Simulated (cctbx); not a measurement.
**A disordered crystal of nominal Rb2CrI6**

Cell a = 7.9910 Å, b = 7.9910 Å, c = 11.8920 Å, α = 90.00°, β = 90.00°, γ = 90.00°; space group P4/mnc (no. 128); nominal formula Rb2CrI6.

The data are simulated with cctbx, not measured: Mo Kα, λ = 0.71073 Å, to d = 0.84 Å, 80 % of the full sphere, strongest reflection 5000 counts, noise from counting, a 2 % proportional error and a noise floor of 4 counts (s.d.); no absorption, and some extinction, which the refinements don't model.

With every site full:

```text
Rint 0.055, 360 unique reflections to 0.84 A
cycle     R1     wR2    GooF  max shift (A)
   1  0.1229  0.2468   7.971   0.00158
   2  0.0374  0.0810   2.616   0.00001
final R1 0.0374 wR2 0.0810 GooF 2.616  parameters 14  data/parameter 25.7
atom        x        y        z      Ueq    occ   su(xyz)  su(Uiso or U11)
I1     0.20251  0.30440  0.50000   0.0084  1.000  0.00016  0.0007
I2     0.50000  0.50000  0.74084   0.0068  1.000  0.00012  0.0005
Rb1    0.50000  0.00000  0.75000   0.0333  1.000  0.00000  0.0010
Cr1    0.50000  0.50000  0.50000   0.0180  1.000  0.00000  0.0021
difference map: max 0.91 min -4.37 rms 0.46
Q1    0.1112  0.6556  0.1320   16    0.95  2.08 A from Rb1
Q2    0.0453  0.3425  0.1091   16    0.92  1.80 A from I1
Q3    0.1062  0.1136  0.0543   16    0.90  1.40 A from Cr1
Q4    0.0550  0.3687  0.3983   16    0.89  1.77 A from I1
Q5    0.0542  0.5493  0.0892   16    0.86  2.00 A from Rb1
Q6    0.0585  0.1820  0.1595   16    0.86  1.81 A from I2
```

With the occupancies of the suspect sites free, each still typed as its main element:

```text
Rint 0.055, 360 unique reflections to 0.84 A
cycle     R1     wR2    GooF  max shift (A)
   1  0.1029  0.2122   6.862   0.00032
   7  0.0170  0.0319   1.032   0.00002
final R1 0.0169 wR2 0.0319 GooF 1.031  parameters 15  data/parameter 24.0
atom        x        y        z      Ueq    occ   su(xyz)  su(Uiso or U11)
I1     0.20257  0.30432  0.50000   0.0098  1.000  0.00006  0.0003
I2     0.50000  0.50000  0.74077   0.0083  1.000  0.00005  0.0002
Rb1    0.50000  0.00000  0.75000   0.0158  0.736  0.00000  0.0006
Cr1    0.50000  0.50000  0.50000   0.0186  1.000  0.00000  0.0008
su of occupancy Rb1: 0.006
difference map: max 0.86 min -1.18 rms 0.24
Q1    0.0000  0.0000  0.1355    4    0.86  1.25 A from I2
Q2    0.1024  0.6546  0.1350   16    0.86  2.02 A from Rb1
Q3    0.0408  0.7779  0.1168   16    0.79  2.28 A from Cr1
Q4    0.0478  0.2901  0.5000    8    0.77  1.24 A from I1
Q5    0.0585  0.1758  0.1519   16    0.77  1.82 A from I2
Q6    0.0495  0.1351  0.5000    8    0.77  1.82 A from I1
```

**Question.** What is the disorder?

X-rays count electrons. Rb1 refines to 0.736(0.006), or 27.2 electrons; the site truly holds 0.75 Rb, 27.8 electrons, which is 0.750 of Rb. A value under 1 can't tell vacancies from a lighter guest, and one over 1 needs a heavier guest; chemistry or a second radiation must settle which. Occupancy correlates with U and the scale, so the match is approximate.

Freeing them takes R1 from 0.0374 to 0.0169 and GooF from 2.62 to 1.03.

The model was made for the exercise: a known structure type with other elements put in, its volume estimated, not relaxed; displacement parameters are assumed.

[Middle refinement cycles are left out of these outputs.]

[Logs are printed without paths, hosts, clocks, repeated set-up lines and the standing remarks that a program may print on its own settings, such as how far it seeks lower states.]
